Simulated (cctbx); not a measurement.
**Accept or mend?**

Cell a = 12.2545 Å, b = 10.6230 Å, c = 6.6850 Å, α = 90.00°, β = 122.99°, γ = 90.00°; space group C2/m (no. 12).

Simulated single-crystal data (cctbx): Mo Kα, λ = 0.71073 Å, to d = 0.75 Å, 70 % of the full sphere, strongest reflection 20000 counts, noise from counting, a 2 % proportional error and a noise floor of 8 counts (s.d.); no absorption, and some extinction, which the refinements don't model.

An anisotropic refinement with weights 1/σ² prints:

```text
Rint 0.022, 945 unique reflections to 0.75 A
cycle     R1     wR2    GooF  max shift (A)
   1  0.5017  0.8198  29.888   0.03422
   3  0.4625  0.7644  27.868   0.00026
final R1 0.4626 wR2 0.7644 GooF 27.868  parameters 53  data/parameter 17.8
atom        x        y        z      Ueq    occ   su(xyz)  su(Uiso or U11)
Al1    0.04800  0.12643  0.37371  -0.0028  1.000  0.00242  0.0060  NPD
Al2    0.87150  0.79365  0.93785  -0.0128  1.000  0.00211  0.0051  NPD
Al3    0.13044  0.28710  0.70382  -0.0096  1.000  0.00197  0.0050  NPD
Al4    0.00000  0.00000  0.00000  -0.0086  1.000  0.00000  0.0124  NPD
Al5    0.75000  0.75000  0.50000  -0.0191  1.000  0.00000  0.0065  NPD
Al6    0.00000  0.50000  0.50000  -0.0160  1.000  0.00000  0.0106  NPD
Al7    0.74927  0.50000  0.37828  -0.0180  1.000  0.00257  0.0068  NPD
Mg1    0.24843  0.50000  0.13609  -0.0032  1.000  0.00458  0.0094  NPD
difference map: max 69.04 min -11.23 rms 4.42
Q1    0.0480  0.3720  0.2249    8   72.17  2.50 A from Al5
Q2    0.2500  0.2500  0.5000    4   37.84  0.00 A from Al5
Q3    0.2508  0.0000  0.3700    4   37.22  0.07 A from Al7
Q4    0.0000  0.0000  0.0000    2   35.41  0.00 A from Al4
Q5    0.1266  0.2886  0.7006    8   34.18  0.04 A from Al3
Q6    0.0000  0.5000  0.5000    2   33.85  0.00 A from Al6
```

**Question.** Can this result stand? If not, what is the likely fault?

Mend it. The fault: an atom left out, Al at (0.9522, 0.6290, 0.7741). Against the right model at the same level, R1 goes from 0.0117 to 0.4626 and GooF from 0.96 to 27.87, U of Al3 shrinks from 0.0062 to -0.0096 Å², U of Al2 shrinks from 0.0062 to -0.0128 Å², U of Al5 shrinks from 0.0036 to -0.0191 Å², the top difference peak, 72.2 e/Å³, lies 2.50 Å from Al5 and Al1, Al2, Al3, Al4, Al5, Al6, Al7 and Mg1 go non-positive-definite. Q1 is the missing atom. With scattering power missing, scale and phases suffer, so peaks may also grow on the heavy atoms.

The compound is MgAl11. The right model at the same level gives:

```text
Rint 0.022, 945 unique reflections to 0.75 A
cycle     R1     wR2    GooF  max shift (A)
   1  0.0191  0.0435   1.595   0.00152
   2  0.0117  0.0263   0.963   0.00000
final R1 0.0117 wR2 0.0263 GooF 0.963  parameters 62  data/parameter 15.2
atom        x        y        z      Ueq    occ   su(xyz)  su(Uiso or U11)
Al1    0.04659  0.12653  0.37173   0.0061  1.000  0.00005  0.0001
Al2    0.87078  0.79402  0.93669   0.0062  1.000  0.00006  0.0001
Al3    0.95217  0.62900  0.77405   0.0031  1.000  0.00005  0.0001
Al4    0.12973  0.28690  0.70594   0.0062  1.000  0.00005  0.0001
Al5    0.00000  0.00000  0.00000   0.0049  1.000  0.00000  0.0003
Al6    0.75000  0.75000  0.50000   0.0036  1.000  0.00000  0.0002
Al7    0.00000  0.50000  0.50000   0.0040  1.000  0.00000  0.0003
Al8    0.75010  0.50000  0.37439   0.0051  1.000  0.00008  0.0002
Mg1    0.24698  0.50000  0.13298   0.0057  1.000  0.00009  0.0002
difference map: max 0.30 min -0.31 rms 0.07
Q1    0.0000  0.0000  0.5000    2    0.30  1.84 A from Al1
Q2    0.2030  0.5000  0.8767    4    0.29  1.49 A from Mg1
Q3    0.0453  0.5000  0.6583    4    0.28  0.89 A from Al7
Q4    0.0051  0.0000  0.3618    4    0.26  1.43 A from Al1
Q5    0.1899  0.5000  0.1159    4    0.25  0.64 A from Mg1
Q6    0.1939  0.5000  0.3943    4    0.25  1.31 A from Al8
```

Isotropic U is held between 0.0001 and 1 Å² by the program, and listed peak heights are interpolated, so they can pass the grid's maximum.

The model was made for the exercise: a known structure type with other elements put in, its volume estimated, not relaxed; displacement parameters are assumed.

[Middle refinement cycles are left out of these outputs.]

[Logs are printed without paths, hosts, clocks, repeated set-up lines and the standing remarks that a program may print on its own settings, such as how far it seeks lower states.]
